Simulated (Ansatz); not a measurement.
# How well the gap of LaGaO3 (Pnma) can be computed, part 2 of 2

Wanted: the gap of LaGaO3 (Pnma) by functionals, hybrids and G0W0, carried to the basis limit, with what remains uncertain.

Ansatz 0.2.0; density functionals, hybrids, G0W0, plane waves, PAW. Known limits of the many-body steps: not at the basis limit; f levels unsure; no spin-orbit coupling; coarse k mesh.

So far. Step 6 (G0W0, 4×2×4 mesh, 701 empty bands, screening to 120 eV …): The gap on the mesh goes from 3.65 eV to 5.39 eV, a correction of +1.74 eV. Between the two edge states, bare exchange in place of the xc potential would open the gap by 10.02 eV, and correlation takes back 8.28 eV. Step 7 (G0W0, 4×2×4 mesh, 1508 empty bands, screening to 200 …): Against the run with 4×2×4 mesh, 701 empty bands, screening to 120 eV, hard PAW files, the gap moves by +0.05 eV.

In doubt: masses and optical values from hybrid runs of this build are listed as unsure (step 10), which bears on the screening that GW takes from such a start.

## Step 8: G0W0, 4×2×4 mesh, 2910 empty bands, screening to 310 eV, hard PAW files

Level of this step: G0W0 on LDA, plane waves, PAW (Ansatz).

input.yaml

```yaml
crystal:
  lattice:
    - [5.48589, 0.0, 0.0]
    - [0.0, 7.76421, 0.0]
    - [0.0, 0.0, 5.51395]
  atoms:
    - { symbol: La, position: [0.98, 0.25, 0.005] }
    - { symbol: La, position: [0.02, 0.75, 0.995] }
    - { symbol: La, position: [0.52, 0.75, 0.505] }
    - { symbol: La, position: [0.48, 0.25, 0.495] }
    - { symbol: Ga, position: [0.0, 0.0, 0.5] }
    - { symbol: Ga, position: [0.0, 0.5, 0.5] }
    - { symbol: Ga, position: [0.5, 0.0, 0.0] }
    - { symbol: Ga, position: [0.5, 0.5, 0.0] }
    - { symbol: O, position: [0.513, 0.25, 0.929] }
    - { symbol: O, position: [0.487, 0.75, 0.071] }
    - { symbol: O, position: [0.987, 0.75, 0.429] }
    - { symbol: O, position: [0.013, 0.25, 0.571] }
    - { symbol: O, position: [0.723, 0.0367, 0.281] }
    - { symbol: O, position: [0.277, 0.5367, 0.719] }
    - { symbol: O, position: [0.777, 0.9633, 0.781] }
    - { symbol: O, position: [0.223, 0.4633, 0.219] }
    - { symbol: O, position: [0.277, 0.9633, 0.719] }
    - { symbol: O, position: [0.723, 0.4633, 0.281] }
    - { symbol: O, position: [0.223, 0.0367, 0.219] }
    - { symbol: O, position: [0.777, 0.5367, 0.781] }
kpoints:
  mp_grid: { grid: [4, 2, 4] }
hamiltonian:
  xc: lda
  pseudopotentials: { kind: paw, source: ansatz }
scf:
  occupations: { method: fixed }
gw:
  n_empty_bands: 2910
  ecut_chi: 310.0
  qp_bands: [v4, c4]
  qp_kpoints: band_edges
  screening: { model: contour_deformation }
```

Command:

```sh
ansatz run input.yaml --threads 16 --pin off --max-ram 92160MiB --backend cuda --events-out ev --progress --plain --runs-dir out --devices 1 --max-vram 157GiB
```

Numbers of over 12 decimals in the logs are rounded to 6 here.

What it wrote:

```text
GPUs: using 1 of 1 available (devices: 1).
[...]
Crystal: 20 atoms, lattice volume = 234.859 Å³
Basis set: ecut = 1020 eV, 17373 PW (Γ)
Bands: 120, of which v1, the nominal top of the filled ones, is band 100 counted from 1 (99 counted from 0)
Symmetry: 8 space group operations
[...]
k-points: 18 of 32
[...]
SCF iter   1: F=—  HF=-64444.591478 eV  |F-HF|=—  |Δ(HF+E_count)|=         —  Δρ=9.48e-2  dr2=1.63e1  ethr=3.10e-3  ⟨swp⟩=4.2  Hψ=7975  notcnv=0  defer=103
[...]
SCF iter   6: F=—  HF=-64440.295791 eV  |F-HF|=—  |Δ(HF+E_count)|=   8.15e-4  Δρ=9.06e-4  dr2=5.53e-4  ethr=2.43e-6  ⟨swp⟩=3.8  Hψ=3967  notcnv=0  defer=322
[...]
SCF iter   8: F=—  HF=-64440.295637 eV  |F-HF|=—  |Δ(HF+E_count)|=   2.67e-6  Δρ=2.95e-5  dr2=2.00e-6  ethr=1.15e-8  ⟨swp⟩=2.1  Hψ=3685  notcnv=0  defer=307
[...]
SCF iter  10: F=-64440.295636 eV  HF=-64440.295636 eV  |F-HF|=1.98e-8  |Δ(HF+E_count)|=   2.22e-7  Δρ=3.73e-6  dr2=3.23e-8  ethr=5.00e-11  ⟨swp⟩=16.9  Hψ=14262  notcnv=0
SCF 1 converged in 10 iterations: F = -64440.295636 eV  dr2 = 3.23e-8
[...]
SCF converged after 10 iterations
[...]
11    97     11.1907   -26.6053     4.0067   -21.6885  0.7569    10.2707    10.2806  root
    11    98     11.1907   -26.6053     4.0067   -21.6885  0.7569    10.2707    10.2806  root
    11    99     11.3088   -26.1492     4.0013   -21.2250  0.7567    10.3757    10.3859  root
    11   100     11.3088   -26.1492     4.0013   -21.2250  0.7567    10.3757    10.3859  root
    11   101     16.2182   -18.3848    -9.4345   -31.2783  0.7385    20.0867    19.6771  root ?
    11   102     16.2182   -18.3848    -9.4345   -31.2783  0.7385    20.0867    19.6771  root ?
    11   103     16.2434   -18.8186    -9.7525   -32.1179  0.7344    20.2541    19.7901  root ?
    11   104     16.2434   -18.8186    -9.7525   -32.1179  0.7344    20.2541    19.7901  root ?
    12    97     10.9506   -26.4468     4.0644   -21.4511  0.7560    10.0086    10.0194  root
    12    98     10.9506   -26.4468     4.0644   -21.4511  0.7560    10.0086    10.0194  root
    12    99     11.3024   -26.2176     3.9982   -21.3005  0.7564    10.3734    10.3834  root
    12   100     11.3024   -26.2176     3.9982   -21.3005  0.7564    10.3734    10.3834  root
    12   101     16.2038   -18.0521    -9.1972   -30.6318  0.7413    19.9587    19.5862  root ?
    12   102     16.2038   -18.0521    -9.1972   -30.6318  0.7413    19.9587    19.5862  root ?
    12   103     16.2383   -19.5667   -10.1667   -33.4076  0.7291    20.4528    19.9125  root ?
    12   104     16.2383   -19.5667   -10.1667   -33.4076  0.7291    20.4528    19.9125  root ?
    13    97     11.0407   -27.8171     3.9594   -22.9306  0.7616    10.1040    10.1137  root
    13    98     11.0407   -27.8171     3.9594   -22.9306  0.7616    10.1040    10.1137  root
    13    99     11.3017   -26.1195     4.0519   -21.1454  0.7556    10.3692    10.3795  root
    13   100     11.3017   -26.1195     4.0519   -21.1454  0.7556    10.3692    10.3795  root
    13   101     16.2365   -19.4914   -10.1568   -33.3158  0.7293    20.4418    19.9041  root ?
    13   102     16.2365   -19.4914   -10.1568   -33.3158  0.7293    20.4418    19.9041  root ?
    13   103     16.2412   -18.8466    -9.7211   -32.1113  0.7347    20.2443    19.7848  root ?
    13   104     16.2412   -18.8466    -9.7211   -32.1113  0.7347    20.2443    19.7848  root ?
    14    97     11.1608   -28.3972     3.9286   -23.5407  0.7636    10.2236    10.2329  root
    14    98     11.1608   -28.3972     3.9286   -23.5407  0.7636    10.2236    10.2329  root
    14    99     11.4655   -26.2146     4.0327   -21.2595  0.7561    10.5330    10.5431  root
    14   100     11.4655   -26.2146     4.0327   -21.2595  0.7561    10.5330    10.5431  root
    14   101     16.2334   -19.4005   -10.1350   -33.1934  0.7297    20.4246    19.8914  root ?
    14   102     16.2334   -19.4005   -10.1350   -33.1934  0.7297    20.4246    19.8914  root ?
    14   103     16.2497   -19.3201   -10.0679   -33.0293  0.7306    20.4124    19.8911  root ?
    14   104     16.2497   -19.3201   -10.0679   -33.0293  0.7306    20.4124    19.8911  root ?
    15    97     11.1479   -26.0076     4.0018   -21.0805  0.7563    10.2123    10.2227  root
    15    98     11.1479   -26.0076     4.0018   -21.0805  0.7563    10.2123    10.2227  root
    15    99     11.1479   -26.0076     4.0018   -21.0805  0.7563    10.2123    10.2227  root
    15   100     11.1479   -26.0076     4.0018   -21.0805  0.7563    10.2123    10.2227  root
    15   101     16.2306   -18.3246    -9.4221   -31.1918  0.7386    20.0824    19.6756  root ?
    15   102     16.2306   -18.3246    -9.4221   -31.1918  0.7386    20.0824    19.6756  root ?
    15   103     16.2306   -18.3246    -9.4221   -31.1918  0.7386    20.0824    19.6756  root ?
    15   104     16.2306   -18.3246    -9.4221   -31.1918  0.7386    20.0824    19.6756  root ?
    16    97     11.1926   -26.2601     4.0153   -21.3250  0.7564    10.2626    10.2728  root
    16    98     11.1926   -26.2601     4.0153   -21.3250  0.7564    10.2626    10.2728  root
    16    99     11.1926   -26.2601     4.0153   -21.3250  0.7564    10.2626    10.2728  root
    16   100     11.1926   -26.2601     4.0153   -21.3250  0.7564    10.2626    10.2728  root
    16   101     16.2397   -18.7217    -9.6412   -31.8798  0.7356    20.2020    19.7565  root ?
    16   102     16.2397   -18.7217    -9.6412   -31.8798  0.7356    20.2020    19.7565  root ?
    16   103     16.2397   -18.7217    -9.6412   -31.8798  0.7356    20.2020    19.7565  root ?
    16   104     16.2397   -18.7217    -9.6412   -31.8798  0.7356    20.2020    19.7565  root ?
    17    97     11.1887   -26.0659     4.0347   -21.1112  0.7558    10.2584    10.2687  root
    17    98     11.1887   -26.0659     4.0347   -21.1112  0.7558    10.2584    10.2687  root
    17    99     11.1887   -26.0659     4.0347   -21.1112  0.7558    10.2584    10.2687  root
    17   100     11.1887   -26.0659     4.0347   -21.1112  0.7558    10.2584    10.2687  root
    17   101     16.2554   -19.0946    -9.8681   -32.5431  0.7324    20.3221    19.8358  root ?
    17   102     16.2554   -19.0946    -9.8681   -32.5431  0.7324    20.3221    19.8358  root ?
    17   103     16.2554   -19.0946    -9.8681   -32.5431  0.7324    20.3221    19.8358  root ?
    17   104     16.2554   -19.0946    -9.8681   -32.5431  0.7324    20.3221    19.8358  root ?
```

Wall time 8.1 min (1 × NVIDIA GB200 with 16 threads of Arm Neoverse V2, shared host); peak memory 39 GiB.

This step gave:

| Item | Value |
| --- | --- |
| bands summed | 3010 |
| RPA ε∞ on this mesh (eigenvalues) | 4.872, 4.879, 5.001 |
| plane waves in the screening matrix | 2903 |
| q-points in the mesh | 32 |
| G0W0 gap on the mesh | 5.484 eV |
| k of the valence top | -0.5, 0, -0.5 |
| k of the conduction bottom | 0, 0, 0 |
| starting gap on the mesh | 3.651 eV |
| Z at the valence top | 0.7561 |
| Z at the conduction bottom | 0.8133 |
| least direct G0W0 gap on the computed points | 5.580 eV |

Against the run with 4×2×4 mesh, 1508 empty bands, screening to 200 eV, hard PAW files, the gap moves by +0.04 eV.

Limits: finite bands, cutoff and mesh; f levels unsure; no spin-orbit coupling; coarse k mesh. v1 is the top filled band, c1 the lowest empty one. The levels before and after the correction (eV, zero at the valence-band top of each column):

```tsv
	conduction bottom	valence top
Kohn-Sham	3.65	0.00
G0W0	5.48	0.00
```

```tsv
	level	occupation	energy (eV)
Kohn-Sham	Γ v3	2	-0.203
Kohn-Sham	Γ v2	2	-0.130
Kohn-Sham	Γ v1	2	-0.123
Kohn-Sham	Γ c1	0	3.651
Kohn-Sham	Γ c2	0	4.545
Kohn-Sham	Γ c3	0	4.624
Kohn-Sham	(-0.5 0 -0.5) v3	2	-0.305
Kohn-Sham	(-0.5 0 -0.5) v2-v1	2	0.000
Kohn-Sham	(-0.5 0 -0.5) c1-c2	0	4.768
Kohn-Sham	(-0.5 0 -0.5) c3	0	4.784
G0W0	Γ v3	2	-0.184
G0W0	Γ v2	2	-0.111
G0W0	Γ v1	2	-0.097
G0W0	Γ c1	0	5.484
G0W0	Γ c2	0	6.885
G0W0	Γ c3	0	8.202
G0W0	(-0.5 0 -0.5) v3	2	-0.310
G0W0	(-0.5 0 -0.5) v2-v1	2	0.000
G0W0	(-0.5 0 -0.5) c1-c2	0	9.348
G0W0	(-0.5 0 -0.5) c3	0	9.348
```

How the two edges are built up, in eV (the quasiparticle level is the starting level plus Σx plus Σc less Vxc):

```tsv
run	edge	start	Σx	Σc	Vxc	Z	QP
801 bands	valence top	11.47	-26.21	4.53	-21.26	0.76	11.04
801 bands	conduction bottom	15.12	-14.27	-3.74	-19.34	0.82	16.44
1608 bands	valence top	11.47	-26.21	4.24	-21.26	0.76	10.75
1608 bands	conduction bottom	15.12	-14.27	-3.99	-19.34	0.81	16.20
3010 bands	valence top	11.47	-26.21	4.03	-21.26	0.76	10.54
3010 bands	conduction bottom	15.12	-14.27	-4.16	-19.34	0.81	16.03
```

## Step 9: G0W0@LDA, 4×4×4 mesh, 701 empty bands, screening to 120 eV, hard PAW files

Only the mesh changes. It samples the long-range screening, which converges on its own terms. Bands and cutoff differ from the step before, so it is read against an earlier run that matches them.

Changes to input.yaml since step 8:

```diff
@@ -27,3 +27,3 @@
 kpoints:
-  mp_grid: { grid: [4, 2, 4] }
+  mp_grid: { grid: [4, 4, 4] }
 hamiltonian:
@@ -34,4 +34,4 @@
 gw:
-  n_empty_bands: 2910
-  ecut_chi: 310.0
+  n_empty_bands: 701
+  ecut_chi: 120.0
   qp_bands: [v4, c4]
```

What it wrote:

```text
GPUs: using 1 of 1 available (devices: 1).
[...]
Crystal: 20 atoms, lattice volume = 234.859 Å³
Basis set: ecut = 1020 eV, 17373 PW (Γ)
Bands: 120, of which v1, the nominal top of the filled ones, is band 100 counted from 1 (99 counted from 0)
Symmetry: 8 space group operations
[...]
k-points: 27 of 64
[...]
26    99     11.1886   -26.0594     4.5141   -21.1112  0.7618    10.7524    10.7545  root
    26   100     11.1886   -26.0594     4.5141   -21.1112  0.7618    10.7524    10.7545  root
    26   101     16.2553   -19.0962    -9.5915   -32.5432  0.7355    20.6800    20.1109  root ?
    26   102     16.2553   -19.0962    -9.5915   -32.5432  0.7355    20.6800    20.1109  root ?
    26   103     16.2553   -19.0962    -9.5915   -32.5432  0.7355    20.6800    20.1109  root ?
    26   104     16.2553   -19.0962    -9.5915   -32.5432  0.7355    20.6800    20.1109  root ?
[key lines of the parts left out:]
SCF converged after 10 iterations
```

Wall time 2.7 min (1 × NVIDIA GB200 with 16 threads); peak memory 11 GiB.

This step gave:

```yaml
bands_summed: 801
rpa_eps_infinity_on_this_mesh_eigenvalues: 4.891, 4.902, 5.028
plane_waves_in_the_screening_matrix: 681
g0w0_gap_on_the_mesh: 5.394 eV
k_of_the_valence_top: -0.5, 0, -0.5
k_of_the_conduction_bottom: 0, 0, 0
starting_gap_on_the_mesh: 3.651 eV
least_direct_g0w0_gap_on_the_computed_points: 5.492 eV
```

Against the run with 4×2×4 mesh, 701 empty bands, screening to 120 eV, hard PAW files, the gap moves by −0.001 eV.

## Step 10: G0W0@HSE06, 4×2×4 mesh, 1508 empty bands, screening to 200 eV, hard PAW files

The same correction from a different start measures what one shot leaves open. Bands and cutoff differ from the step before, so it is read against an earlier run that matches them.

This step: G0W0 on HSE06, plane waves, PAW.

Changes to input.yaml since step 9:

```diff
@@ -27,5 +27,5 @@
 kpoints:
-  mp_grid: { grid: [4, 4, 4] }
+  mp_grid: { grid: [4, 2, 4] }
 hamiltonian:
-  xc: lda
+  xc: hse06
   pseudopotentials: { kind: paw, source: ansatz }
@@ -34,4 +34,4 @@
 gw:
-  n_empty_bands: 701
-  ecut_chi: 120.0
+  n_empty_bands: 1508
+  ecut_chi: 200.0
   qp_bands: [v4, c4]
```

What it wrote:

```text
GPUs: using 1 of 1 available (devices: 1).
[...]
Crystal: 20 atoms, lattice volume = 234.859 Å³
Basis set: ecut = 1020 eV, 17373 PW (Γ)
Bands: 120, of which v1, the nominal top of the filled ones, is band 100 counted from 1 (99 counted from 0)
Symmetry: 8 space group operations
[...]
k-points: 18 of 32
[...]
11   101     18.0372   -11.5696    -5.4506   -18.2410  0.8330    19.2695    19.2579  root
    11   102     18.0372   -11.5696    -5.4506   -18.2410  0.8330    19.2695    19.2579  root
    11   103     18.1869   -12.9560    -5.8774   -20.4069  0.8258    19.7820    19.7604  root
[...]
17   101     18.3436   -14.5721    -6.4000   -22.9415  0.8177    20.3514    20.3129  root
    17   102     18.3436   -14.5721    -6.4000   -22.9415  0.8177    20.3514    20.3129  root
    17   103     18.3436   -14.5721    -6.4000   -22.9415  0.8177    20.3514    20.3129  root
    17   104     18.3436   -14.5721    -6.4000   -22.9415  0.8177    20.3514    20.3129  root
```

Run time: 13 min. Hardware: 1 × NVIDIA GB200 with 16 threads; peak memory 18 GiB.

This step gave:

```yaml
bands_summed: 1608
rpa_eps_infinity_on_this_mesh_eigenvalues: 3.792, 3.803, 3.892
plane_waves_in_the_screening_matrix: 1489
g0w0_gap_on_the_mesh: 6.331 eV
k_of_the_valence_top: -0.5, 0, -0.5
k_of_the_conduction_bottom: 0, 0, 0
starting_gap_on_the_mesh: 5.557 eV
least_direct_g0w0_gap_on_the_computed_points: 6.396 eV
```

Against the run with 4×2×4 mesh, 1508 empty bands, screening to 200 eV, hard PAW files on LDA, the gap moves by +0.89 eV, while the start moved by +1.91 eV.

## Step 11: The ladder

Times are wall times on 1 × NVIDIA GB200 with 16 threads of Arm Neoverse V2, shared host, good to a factor of about two. G0W0 rows are gaps on the mesh, lowered by the amount that the mesh misses the start's edges, a rough step that assumes the same correction there.

```tsv
level	gap (eV)	least direct gap (eV)	time
LDA	3.65	3.77	2.8 s
LDA+SOC	3.65	3.76	3.1 s
HSE06	5.54	5.61	25 s
HSE06+SOC	5.53	5.60	2.3 min
G0W0@LDA (701 empty bands, hard PAW)	5.39	-	68 s
G0W0@LDA (1508 empty bands, hard PAW)	5.45	-	2.8 min
G0W0@LDA (2910 empty bands, hard PAW)	5.48	-	8.1 min
G0W0@LDA (701 empty bands, 4×4×4, hard PAW)	5.39	-	2.7 min
G0W0@HSE06 (1508 empty bands, hard PAW)	6.33	-	13 min
```

## Step 12: Adding up the best estimate

```tsv
term	eV	running total (eV)
G0W0 on the mesh, top rung	5.484	5.484
to the limit, by a line in one over the bands through the two top rungs	+0.043	5.527
shift on 4×4×4 less that on 4×2×4	−0.001	5.526
spin-orbit change, from LDA	−0.001	5.526
```

Changes that are not added in, each against a run with equal bands and cutoff:

```tsv
change	eV
start HSE06	+0.89
```

## Step 13: What came out

- LDA gap: 3.65 eV, indirect
- HSE06: 5.54 eV
- G0W0, top rung on the mesh: 5.48 eV
- best estimate, G0W0@LDA with spin-orbit change: 5.53 eV
- GW settings of the top rung: 4×2×4 mesh, 2910 empty bands, screening to 310 eV, hard PAW files
- known limits: one-shot GW, static lattice; f levels unsure; coarse k mesh

In words: The best estimate for G0W0@LDA is 5.53 eV, indirect by LDA+SOC, against 3.65 eV at the start (both with spin-orbit coupling). The pair of rungs below gives a limit −0.03 eV away. Of the changes left open the largest, +0.89 eV, comes from starting at HSE06. Among the functionals HSE06 comes nearest: +0.01 eV from the estimate. All runs took 31 min, 91 % of it in G0W0. The 4×2×4 mesh is coarse for this cell (its supercell is 16 Å along the shortest edge). The RPA ε∞ on it, from the LDA start, is 4.87, 4.88 and 5.00; such meshes misread the long-range screening, most where the gap is narrow. Empty 4f levels lie among the conduction bands. Their place in the start is unsure; it enters the screening, and the edge itself where they lie low.

[Paths, hosts, dates, memory and timing lines, banners, echoed tables and standing remarks are left out of the program output.]

[Logs are printed without paths, hosts, clocks, repeated set-up lines and the standing remarks that a program may print on its own settings, such as how far it seeks lower states.]

[Runs of the session that timed out or met a known fault of the program may be left out.]

[Cells called generated may have been cut or substituted from an entry of the Crystallography Open Database or the Materials Project.]

[Hosts, paths, dates, database ids (printed as entryN), source tags and the programs' standing remarks are cut or masked in the printed files.]
